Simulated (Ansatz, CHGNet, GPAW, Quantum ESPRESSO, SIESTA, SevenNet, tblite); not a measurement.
# Running amorphous Si0.9Ge0.1 (71 atoms) with GPAW

Wanted: GPAW inputs and outputs for amorphous Si0.9Ge0.1 (71 atoms), checked against a plane-wave reference.

Main program and level: GPAW 26.7.0; the method is named at each step.

## (1) The structure

The cell holds 71 atoms: 64 Si and 7 Ge. Its edges and angles: a = 11.462 Å, b = 11.462 Å, c = 11.462 Å, α = 90.0°, β = 90.0°, γ = 90.0°. 71 atoms (64 Si, 7 Ge) placed at random at 2.54 g/cm³, melted at 3500 K for 10 ps at fixed volume with the Tersoff potential (Tersoff, Phys. Rev. B 39, 5566 (1989)). Quenched from 3500 K to 300 K at 100 K/ps and fixed volume, held 5 ps. Then every atom was moved at random, 0.02 Å r.m.s. a Cartesian component.

The yardstick, on the same geometry:

- method: Kohn-Sham DFT, PBE, PAW, plane waves (Ansatz 0.2.0); cutoff 420 eV, Γ point, fermi-dirac smearing of 0.05 eV; PAW set soft_2
- r.m.s. force component: 0.5001 eV/Å
- longest force: 2.096 eV/Å
- pressure: -1.412 GPa
- SCF cycles: 9
- time: 12 s on 4 threads of Arm Neoverse V2, shared host
- CPU time: 46 s

## (2) PBE, LCAO dzp, h 0.2 Å

Method: Kohn-Sham DFT, PBE, PAW, atomic orbitals (dzp).

The input, run.py:

```python
import numpy as np
from ase.io import read
from gpaw import GPAW, FermiDirac

atoms = read("structure.xyz")
atoms.calc = GPAW(
    mode="lcao",
    basis="dzp",
    h=0.2,
    xc="PBE",
    kpts={"size": (1, 1, 1), "gamma": True},
    occupations=FermiDirac(0.05),
    maxiter=200,
    symmetry={"point_group": False},
    txt="gpaw.txt",
)
energy = atoms.get_potential_energy(force_consistent=True)
forces = atoms.get_forces()
print(f"energy {energy:.6f} eV")
print("forces (eV/A)")
for i, (a, f) in enumerate(zip(atoms, forces)):
    print(f"{i:4d} {a.symbol:2s} {f[0]:10.5f} {f[1]:10.5f} {f[2]:10.5f}")
print(f"Fermi level {atoms.calc.get_fermi_level():.4f} eV")
for k in range(len(atoms.calc.get_ibz_k_points())):
    for s in range(atoms.calc.get_number_of_spins()):
        e = atoms.calc.get_eigenvalues(kpt=k, spin=s)
        n = np.searchsorted(e, atoms.calc.get_fermi_level())
        print(f"k {k} spin {s} levels about the Fermi level:", np.round(e[max(n - 6, 0):n], 4).tolist(), "|", np.round(e[n:n + 6], 4).tolist())
```

The input, structure.xyz:

```xyz
71
Lattice="11.46160 0.00000 0.00000 0.00000 11.46160 0.00000 0.00000 0.00000 11.46160" Properties=species:S:1:pos:R:3 pbc="T T T"
Si 0.26419 7.62483 10.10707
Si 5.58879 8.71953 5.85183
Si 0.77973 3.85545 2.55869
Si 6.87719 6.43855 10.51304
Si 8.54611 6.25746 5.95396
Si 5.73791 9.08011 1.34869
Si 6.72326 11.14297 0.46844
Si 3.71883 7.12224 5.56403
Si 3.05406 5.48587 0.00115
Si 5.60232 5.83991 3.02838
Si 10.33401 10.57035 7.41600
Si 2.87308 2.75182 2.78333
Si 2.25851 1.10799 1.03200
Si 0.57572 1.52863 4.98568
Si 7.93899 2.76396 10.68634
Si 9.32779 9.56264 1.94377
Si 4.95416 2.43914 5.78180
Si 6.60303 5.09067 5.06121
Si 1.48439 10.78399 4.79141
Si 5.83522 2.93085 0.22385
Si 10.90823 1.43041 7.13038
Si 1.34720 10.74216 9.39977
Si 0.53938 2.35822 11.25770
Si 9.80276 1.87638 0.48070
Si 3.34243 6.92235 3.24845
Si 3.85752 4.10348 8.51562
Si 9.13008 10.99706 0.05834
Si 7.01140 6.94252 1.47717
Si 10.39177 7.12121 4.39678
Si 3.67505 10.66215 3.64685
Si 4.58968 1.35063 3.52490
Si 1.07051 5.94421 3.80491
Si 4.63255 4.85594 6.28313
Si 5.83281 9.69984 3.77121
Si 0.88346 4.67920 0.34786
Si 5.39165 1.07143 7.73681
Si 8.69099 5.02385 10.34432
Si 10.48519 6.11878 0.07164
Si 1.01871 1.75958 8.99472
Si 8.69110 10.88050 9.14361
Si 9.21215 5.02190 7.97911
Si 8.26290 1.59935 3.72353
Si 5.03795 4.85124 10.32037
Si 0.40505 7.07742 6.44222
Si 6.42893 1.42376 2.17598
Si 1.98148 5.20425 5.97952
Si 5.25434 8.48376 10.43567
Si 4.36469 0.79337 11.17873
Si 0.64231 9.03415 7.94220
Si 7.66242 8.18851 6.77507
Si 3.31424 8.93902 1.94423
Si 9.35324 7.04556 2.03111
Si 2.58872 2.93807 5.29090
Si 1.30616 10.35475 1.77105
Si 1.49620 4.14165 8.38061
Si 7.69085 1.36473 8.56629
[... 11 atom lines left out ...]
Ge 3.53499 10.10902 9.86282
Ge 10.48381 2.12555 2.96500
Ge 4.37157 4.22738 1.72944
Ge 8.14691 10.59579 3.90520
```

Run with:

```bash
OMP_NUM_THREADS=1 python run.py > output.txt
```

What it wrote:

```text
energy -340.797660 eV
forces (eV/A)
   0 Si    0.18211    0.26701   -0.25265
   1 Si   -0.08525   -0.40099    0.45543
   2 Si   -0.31643    1.11061    0.42181
   3 Si   -0.74955    0.39512    0.57186
   4 Si    0.01678   -0.99519    0.03745
   5 Si    0.16859   -0.11699    0.18071
   6 Si   -1.39043    0.05062    0.59774
   7 Si   -0.13170    1.33193    0.76377
   8 Si    0.40899    0.06743    0.58421
   9 Si   -0.52569    0.04620   -0.17368
  10 Si   -0.06811   -0.12488   -0.20020
  11 Si   -1.02828    0.01355    0.17355
  12 Si    0.13226   -0.27702    0.20474
  13 Si    0.23462    0.01343    0.18775
  14 Si    0.51347    0.13136   -0.31517
  15 Si    0.20217   -0.57663    0.76631
  16 Si    0.37708   -1.16181   -0.30692
  17 Si    1.31080   -0.07823    0.05026
  18 Si    0.69816   -0.63131    0.07652
  19 Si   -0.84091   -0.90606    0.14820
  20 Si    0.24290   -0.46931   -0.23113
  21 Si   -0.77275    0.86375    0.01050
  22 Si    0.23504   -0.02723   -0.82222
  23 Si   -0.07858   -1.26613    0.33705
[...]
63 Si   -0.52838    0.63032    0.09802
  64 Ge    0.76975   -0.01804   -0.31646
  65 Ge   -0.42237   -0.10558   -0.26687
  66 Ge    0.35703   -0.43569   -0.10263
  67 Ge    0.78605    0.67840    0.38568
  68 Ge    0.30085   -0.01163   -0.15070
  69 Ge    0.17802    0.48787   -0.25496
  70 Ge   -0.03213   -0.26835   -0.35467
Fermi level 5.1462 eV
k 0 spin 0 levels about the Fermi level: [4.6578, 4.8296, 4.8592, 4.9756, 5.0624, 5.1019] | [5.1738, 5.2645, 5.3246, 5.3938, 5.4919, 5.5457]
```

gpaw.txt:

```text
Input parameters:
  mode=LCAO(),
  basis={'default': 'dzp'},
  h=0.2,
  kpts=MonkhorstPack(size=(1, 1, 1), gamma=True),
  maxiter=200,
  occupations=Occupations(name='fermi-dirac', width=0.05, fixmagmom=False),
  symmetry=Symmetry(point_group=False),
  xc=XC(name='PBE')
Unit cell  # Å
| periodic |         x |         y |         z |   lengths |    angles |
|----------|-----------|-----------|-----------|-----------|-----------|
|      yes | 11.461600 |  0.000000 |  0.000000 | 11.461600 | 90.000000 |
|      yes |  0.000000 | 11.461600 |  0.000000 | 11.461600 | 90.000000 |
|      yes |  0.000000 |  0.000000 | 11.461600 | 11.461600 | 90.000000 |
Number of symmetries: 1
Symmetry operations  # r_c * U_cc + t_c -> r_c
|   | kind |            matrix            |
|---|------|------------------------------|
| 0 |  E   |  1, 0, 0,  0, 1, 0,  0, 0, 1 |
BZ-sampling:
  Number of BZ points: 1
  Number of IBZ points: 1
  Monkhorst-Pack size: [1, 1, 1]
  Monkhorst-Pack shift: [0, 0, 0]
[... lines left out ...]
  Fermi-Dirac:
[... lines left out ...]
xc functional:
  name: PBE with 2 nearest neighbor stencil
interpolation: tri-quintic # 5. degree polynomial
Initialization done in: 7.782 s
convergence criteria:
- Maximum [total energy] change in last 3 cyles: 0.0005 eV / valence electron
- Maximum integral of absolute [dens]ity change: 0.0001 electrons / valence electron
- Maximum integral of absolute [eigenst]ate change: 4e-08 eV^2 / valence electron
maximum number of iterations: 200
SCF iterations
|iter     |      energy | eigst |  dens |
|---------|-------------|-------|-------|
|iter:   1| -341.605085 |      c|       |
|iter:   2| -341.305998 |      c| -0.95 |
|iter:   3| -351.316221 |      c| -0.98 |
|iter:   4| -358.883750 |      c| -1.10 |
|iter:   5| -342.480697 |      c| -0.96 |
|iter:   6| -341.030214 |      c| -1.48 |
|iter:   7| -340.750654 |      c| -1.77 |
|iter:   8| -340.726136 |      c| -2.06 |
|iter:   9| -340.718831c|      c| -2.21 |
|iter:  10| -340.686310c|      c| -2.27 |
|iter:  11| -340.685090c|      c| -2.66 |
[...]
|iter:  15| -340.680416c|      c| -3.48 |
|iter:  16| -340.680514c|      c| -3.81 |
|iter:  17| -340.680442c|      c| -4.14c|
Converged in 17 steps
SCF loop duration: 192.089 s (11.299 s/step)
Energy contributions relative to reference atoms: (reference = -904409.496982)
Energy contributions:
  Kinetic:         386.841811
  Coulomb:        -334.201753
  Zero:             -0.842162
  External:          0.000000
  Xc:             -392.361118
  Entropy:          -0.234437
  Spinorbit:         0.000000
  ----------------------------
  Free energy:    -340.797660
  Extrapolated:   -340.680442
dipole moment: (14.809704, 66.909878, -29.979697)  # |e|*Ang
Fermi level: 5.146
Eigenvalues  # (at kpt = [0.000, 0.000, 0.000])
| band index |      eig [eV] | occ [0-2] |
|------------|---------------|-----------|
|          0 |        -7.166 |     2.000 |
|        ... |               |           |
|        134 |         4.452 |     2.000 |
|        135 |         4.571 |     2.000 |
[...]
|        149 |         5.754 |     0.000 |
|        ... |               |           |
|        174 |         7.388 |     0.000 |
Gap: 0.072 eV
Transition (v -> c):
  (s=0, k=0, n=141, [0.00, 0.00, 0.00]) -> (s=0, k=0, n=142, [0.00, 0.00, 0.00])
No difference between direct/indirect transitions
Force computation time: 25.126  # s
timing:  # [seconds]
  Total:  225.022  # ━━━━━━━━━━━━━━━━━━━━━━━━━━━━━━━━━━━━━━━━━━━━━━━━━━━━━━━━
  Init:     7.781  # ━━
  SCF:    192.089  # ━━━━━━━━━━━━━━━━━━━━━━━━━━━━━━━━━━━━━━━━━━━━━━━━
  Forces:  25.126  # ━━━━━━╸
```

Elapsed: 3.8 min, on 1 thread of Arm Neoverse V2, shared host; peak memory 1.5 GiB.

Banners, paths, timers and routine set-up lines are dropped from the logs unmarked, and long logs keep their key lines alone; longer cuts are marked.

Against the reference:

```
r.m.s. force component                  : 0.5258 eV/Å
r.m.s. difference of force components   : 40.4 meV/Å
longest difference of force vectors     : 161.9 meV/Å
force difference over r.m.s. force      : 8.078 %
slope of forces against the reference's : 1.049
correlation of force components         : 0.9981
```

Length of the force difference by element (eV/Å):

```tsv
element	atoms	mean	most
Ge	7	0.070	0.14
Si	64	0.064	0.16
```

The surroundings of Si40, which bears the longest force, nearest first, numbered as they follow in the input and with coordinates relative to it.

```tsv
atom	x	y	z	distance (Å)	bonds	Fx	Fy	Fz (eV/Å)
Si40	0.00	0.00	0.00	0.00	4	0.23	-2.19	0.11
Si56	-1.00	1.95	-0.58	2.26	4	-1.09	1.06	0.80
Si11	1.64	-0.31	-1.73	2.40	4	-0.07	-0.12	-0.20
Si27	0.44	0.12	2.38	2.42	5	0.80	0.86	-0.13
Si64	-1.20	-2.29	0.01	2.58	4	-0.53	0.63	0.10
Si7	-1.97	0.26	2.79	3.42	4	-1.39	0.05	0.60
Ge67	2.70	-0.91	2.08	3.53	4	0.36	-0.44	-0.10
Si21	2.22	2.01	-2.01	3.61	4	0.24	-0.47	-0.23
Si50	-1.03	-2.69	-2.37	3.73	4	0.13	0.40	0.50
Si15	-0.75	3.35	1.54	3.76	4	0.51	0.13	-0.32
```

Atoms are counted from 1 here, from 0 in the log.

Forces lie 8.1 % from the reference's, at 4.9 times its CPU time (on 1 against 4 cores).

## (3) PBE, LCAO dzp, h 0.2 Å, other mixer settings

Method: Kohn-Sham DFT, PBE, PAW, atomic orbitals (dzp).

Changes to run.py since step 2:

```diff
@@ -2,3 +2,3 @@
 from ase.io import read
-from gpaw import GPAW, FermiDirac
+from gpaw import GPAW, FermiDirac, Mixer
 
@@ -12,2 +12,3 @@
     occupations=FermiDirac(0.05),
+    mixer=Mixer(0.03, 7, 100),
     maxiter=200,
```

structure.xyz is that of step 2.

What it wrote:

```text
energy -340.797656 eV
forces (eV/A)
   0 Si    0.18160    0.26679   -0.25106
   1 Si   -0.08331   -0.40096    0.45352
   2 Si   -0.31642    1.11093    0.42220
   3 Si   -0.74956    0.39317    0.57502
   4 Si    0.01510   -0.99402    0.03806
   5 Si    0.16845   -0.11650    0.18039
   6 Si   -1.39050    0.05085    0.59951
   7 Si   -0.13050    1.33488    0.75978
   8 Si    0.40929    0.06799    0.58628
   9 Si   -0.52505    0.04617   -0.17441
  10 Si   -0.06874   -0.12387   -0.20282
  11 Si   -1.02789    0.01179    0.17380
  12 Si    0.13203   -0.27741    0.20846
  13 Si    0.23449    0.01109    0.18766
  14 Si    0.51355    0.13280   -0.31496
  15 Si    0.20002   -0.57576    0.76810
  16 Si    0.37757   -1.16205   -0.30886
  17 Si    1.31034   -0.07953    0.04894
  18 Si    0.69887   -0.63121    0.07590
  19 Si   -0.83931   -0.90521    0.14908
  20 Si    0.24127   -0.46928   -0.23218
  21 Si   -0.77231    0.86191    0.01275
  22 Si    0.23456   -0.02759   -0.82203
  23 Si   -0.07910   -1.26742    0.33779
[...]
63 Si   -0.52918    0.63048    0.09868
  64 Ge    0.77130   -0.01711   -0.31925
  65 Ge   -0.42198   -0.10670   -0.26546
  66 Ge    0.35833   -0.43550   -0.10029
  67 Ge    0.78627    0.67706    0.38696
  68 Ge    0.30026   -0.01214   -0.15052
  69 Ge    0.17894    0.48954   -0.25298
  70 Ge   -0.03301   -0.26748   -0.35345
Fermi level 5.1462 eV
k 0 spin 0 levels about the Fermi level: [4.6579, 4.8297, 4.8592, 4.9755, 5.0624, 5.1019] | [5.1738, 5.2646, 5.3248, 5.394, 5.4919, 5.5456]
```

gpaw.txt:

```text
Input parameters:
  mode=LCAO(),
  basis={'default': 'dzp'},
  h=0.2,
  kpts=MonkhorstPack(size=(1, 1, 1), gamma=True),
  maxiter=200,
  mixer=Pulay(name='pulay', nmaxold=7, beta=0.03, weight=100, sigma=0.015, g_ss=None),
  occupations=Occupations(name='fermi-dirac', width=0.05, fixmagmom=False),
  symmetry=Symmetry(point_group=False),
  xc=XC(name='PBE')
Unit cell  # Å
[... lines left out ...]
  Fermi-Dirac:
[... lines left out ...]
convergence criteria:
- Maximum [total energy] change in last 3 cyles: 0.0005 eV / valence electron
[... lines left out ...]
Converged in 22 steps
[... lines left out ...]
  Free energy:    -340.797656
  Extrapolated:   -340.680479
dipole moment: (14.809826, 66.909854, -29.976995)  # |e|*Ang
Fermi level: 5.146
Eigenvalues  # (at kpt = [0.000, 0.000, 0.000])
| band index |      eig [eV] | occ [0-2] |
|------------|---------------|-----------|
|          0 |        -7.166 |     2.000 |
|        ... |               |           |
|        134 |         4.452 |     2.000 |
|        135 |         4.571 |     2.000 |
[...]
|        149 |         5.754 |     0.000 |
|        ... |               |           |
|        174 |         7.388 |     0.000 |
Gap: 0.072 eV
Transition (v -> c):
  (s=0, k=0, n=141, [0.00, 0.00, 0.00]) -> (s=0, k=0, n=142, [0.00, 0.00, 0.00])
No difference between direct/indirect transitions
Force computation time: 25.123  # s
timing:  # [seconds]
  Total:  280.491  # ━━━━━━━━━━━━━━━━━━━━━━━━━━━━━━━━━━━━━━━━━━━━━━━━━━━━━━━━
  Init:     7.724  # ━╸
  SCF:    247.613  # ━━━━━━━━━━━━━━━━━━━━━━━━━━━━━━━━━━━━━━━━━━━━━━━━━╸
  Forces:  25.123  # ━━━━━
```

It took 4.7 min on 1 thread; peak memory 1.4 GiB.

Against the reference:

- r.m.s. force component: 0.5258 eV/Å
- r.m.s. difference of force components: 40.14 meV/Å
- longest difference of force vectors: 159.5 meV/Å
- force difference over r.m.s. force: 8.026 %
- slope of forces against the reference's: 1.049
- correlation of force components: 0.9982
- energy less the same-level run's: 0.0001 meV/atom
- r.m.s. force difference from the same-level run: 1.352 meV/Å

Against the first run (8.1 %), the force difference from the reference is 8.0 %, at 1.2 times the CPU time: another solver or mixer reaches the same state.

## (4) PBE, LCAO szp(dzp), h 0.2 Å

Method: Kohn-Sham DFT, PBE, PAW, atomic orbitals (szp(dzp)).

Changes to run.py since step 3:

```diff
@@ -2,3 +2,3 @@
 from ase.io import read
-from gpaw import GPAW, FermiDirac, Mixer
+from gpaw import GPAW, FermiDirac
 
@@ -7,3 +7,3 @@
     mode="lcao",
-    basis="dzp",
+    basis="szp(dzp)",
     h=0.2,
@@ -12,3 +12,2 @@
     occupations=FermiDirac(0.05),
-    mixer=Mixer(0.03, 7, 100),
     maxiter=200,
```

structure.xyz is that of step 3.

What it wrote:

```text
energy -328.852566 eV
forces (eV/A)
   0 Si    0.19898    0.35587   -0.27872
   1 Si   -0.10395   -0.53047    0.47487
   2 Si   -0.38783    1.22503    0.49226
   3 Si   -0.77372    0.44059    0.52387
   4 Si    0.15716   -1.15653   -0.11935
   5 Si    0.21330   -0.08999    0.25059
   6 Si   -1.46819    0.05902    0.44807
   7 Si   -0.15447    1.46788    0.86238
   8 Si    0.46278    0.04754    0.61650
   9 Si   -0.56767    0.11534   -0.09486
  10 Si   -0.07403   -0.12131   -0.27740
  11 Si   -1.12652   -0.00255    0.26439
[...]
66 Ge    0.39651   -0.49161   -0.17955
  67 Ge    0.83181    0.74945    0.48548
  68 Ge    0.44920   -0.11678   -0.20034
  69 Ge    0.13472    0.45375   -0.20405
  70 Ge   -0.04232   -0.28008   -0.32654
Fermi level 4.9931 eV
k 0 spin 0 levels about the Fermi level: [4.479, 4.666, 4.6996, 4.8134, 4.8928, 4.9531] | [5.0199, 5.1261, 5.1933, 5.2495, 5.3679, 5.3957]
```

gpaw.txt:

```text
Input parameters:
  mode=LCAO(),
  basis={'default': 'szp(dzp)'},
  h=0.2,
  kpts=MonkhorstPack(size=(1, 1, 1), gamma=True),
  maxiter=200,
  occupations=Occupations(name='fermi-dirac', width=0.05, fixmagmom=False),
  symmetry=Symmetry(point_group=False),
  xc=XC(name='PBE')
[... lines left out ...]
  Fermi-Dirac:
[... lines left out ...]
convergence criteria:
- Maximum [total energy] change in last 3 cyles: 0.0005 eV / valence electron
[... lines left out ...]
Converged in 17 steps
[... lines left out ...]
  Free energy:    -328.852566
[... lines left out ...]
Fermi level: 4.993
[... lines left out ...]
|          0 |        -7.384 |     2.000 |
|        ... |               |           |
|        134 |         4.275 |     2.000 |
|        135 |         4.386 |     2.000 |
[...]
|        149 |         5.617 |     0.000 |
|        ... |               |           |
|        174 |         7.392 |     0.000 |
Gap: 0.067 eV
Transition (v -> c):
  (s=0, k=0, n=141, [0.00, 0.00, 0.00]) -> (s=0, k=0, n=142, [0.00, 0.00, 0.00])
No difference between direct/indirect transitions
Force computation time: 19.648  # s
timing:  # [seconds]
  Total:  178.332  # ━━━━━━━━━━━━━━━━━━━━━━━━━━━━━━━━━━━━━━━━━━━━━━━━━━━━━━━━
  Init:     6.965  # ━━
  SCF:    151.692  # ━━━━━━━━━━━━━━━━━━━━━━━━━━━━━━━━━━━━━━━━━━━━━━━╸
  Forces:  19.648  # ━━━━━━
```

The job ended after 3 min (1 thread; peak memory 1.4 GiB).

Against the reference:

| Quantity | Value |
| --- | --- |
| r.m.s. force component | 0.5685 eV/Å |
| r.m.s. difference of force components | 117.5 meV/Å |
| longest difference of force vectors | 366.7 meV/Å |
| force difference over r.m.s. force | 23.5 % |
| slope of forces against the reference's | 1.118 |
| correlation of force components | 0.9839 |

This is a coarse setting, run to see what it loses.

Against the first run (8.1 %), the force difference from the reference is 23 %, at 0.79 times the CPU time, with 639 basis functions against 923: the smaller basis costs accuracy.

## (5) Side by side

Differences are against the plane-wave reference, forces as r.m.s. over components; share is that over the reference's r.m.s. force, slope the least-squares factor from reference forces to these. Total energies of different programs have different zeros and aren't compared.

```tsv
run	Δ force, r.m.s. (meV/Å)	share (%)	slope	cores	CPU time	memory (GiB)
reference	-	-	-	4	46 s	1.5
GPAW PBE, LCAO dzp, h 0.2 Å	40.4	8.08	1.049	1	3.8 min	1.5
GPAW PBE, LCAO dzp, h 0.2 Å, other mixer settings	40.1	8.03	1.049	1	4.7 min	1.4
GPAW PBE, LCAO szp(dzp), h 0.2 Å (coarse)	118	23.5	1.118	1	3 min	1.4
```

Rows marked coarse were listed beforehand as settings not expected to be converged; some can still land near the reference.

CPU time is summed over cores on a shared host, where runs went side by side, so it is rough. Symmetry, cutoffs, thresholds, outputs and thread counts weren't matched or tuned between programs; memory under MPI is the largest rank's times the ranks.

Within one program, basis, potentials and functional, energies share a zero. Each run against its twin at the usual cutoff or grid and solver:

```tsv
run	twin	Δ energy (meV/atom)	Δ force, r.m.s. (meV/Å)	CPU time over the twin's
GPAW PBE, LCAO dzp, h 0.2 Å, other mixer settings	LCAO dzp, h 0.2 Å	1.0e-4	1.35	1.2
```

A second geometry, displaced anew (every atom was moved at random, 0.06 Å r.m.s. a Cartesian component), gives an energy difference that all programs can be tested on. The reference puts it at 36.33 meV/atom.

```tsv
run	energy less the first geometry's (meV/atom)	error (meV/atom)	force share at the second geometry (%)
GPAW PBE, LCAO dzp, h 0.2 Å	38.73	2.40	7.06
GPAW PBE, LCAO dzp, h 0.2 Å, other mixer settings	38.73	2.40	7.06
GPAW PBE, LCAO szp(dzp), h 0.2 Å	41.77	5.44	18.7
```

## (6) What came out

```
nearest in forces : GPAW PBE, LCAO dzp, h 0.2 Å, other mixer settings, 8.0 %
its CPU time      : 4.7 min
```

In words: The PBE runs in local orbitals, coarse settings apart, differ by 8.0 % (GPAW PBE, LCAO dzp, h 0.2 Å, other mixer settings) to 8.1 % (GPAW PBE, LCAO dzp, h 0.2 Å); basis, grid and potentials can all enter. Runs with settings chosen to be coarse differ by 23 % (GPAW PBE, LCAO szp(dzp), h 0.2 Å), their programs' other errors included. None of the electronic-structure runs in the table takes under half the reference's CPU time of 46 s; they take 3.9 to 6.2 times as much. GPAW PBE, LCAO szp(dzp), h 0.2 Å stiffens the forces by a factor of 1.12 while following their directions (correlation 0.984); the slopes of the 3 GPAW runs lie between 1.05 and 1.12. The energy difference between the two geometries, 36.3 meV/atom in the reference, is met best by GPAW PBE, LCAO dzp, h 0.2 Å (+2.4) and GPAW PBE, LCAO dzp, h 0.2 Å, other mixer settings (+2.4) and worst by GPAW PBE, LCAO szp(dzp), h 0.2 Å (coarse) (+5.44). The potentials hold different valence shells: 354 electrons in the reference, 284 in GPAW; this bears on time and differences. GPAW's setups keep the filled d shell of Ge in the core. The quench rate of 100 K/ps is many orders above laboratory rates, so the cell is likely richer in defects and strain than a real sample. The network of bonds at the start is that of the classical potential that made the cell, and needn't be the one that DFT or experiment would give. The electronic-structure runs sample only Γ, in a cell whose shortest periodic width is 11 Å, which is coarse for a cell with partly filled levels.

[Also dropped from logs without a mark: logging warnings of Python, and SIESTA's first energy breakdown and zero terms.]

[Logs are printed without paths, hosts, clocks, repeated set-up lines and the standing remarks that a program may print on its own settings, such as how far it seeks lower states.]

[Hosts, paths, dates, database ids (printed as entryN), source tags and the programs' standing remarks are cut or masked in the printed files.]
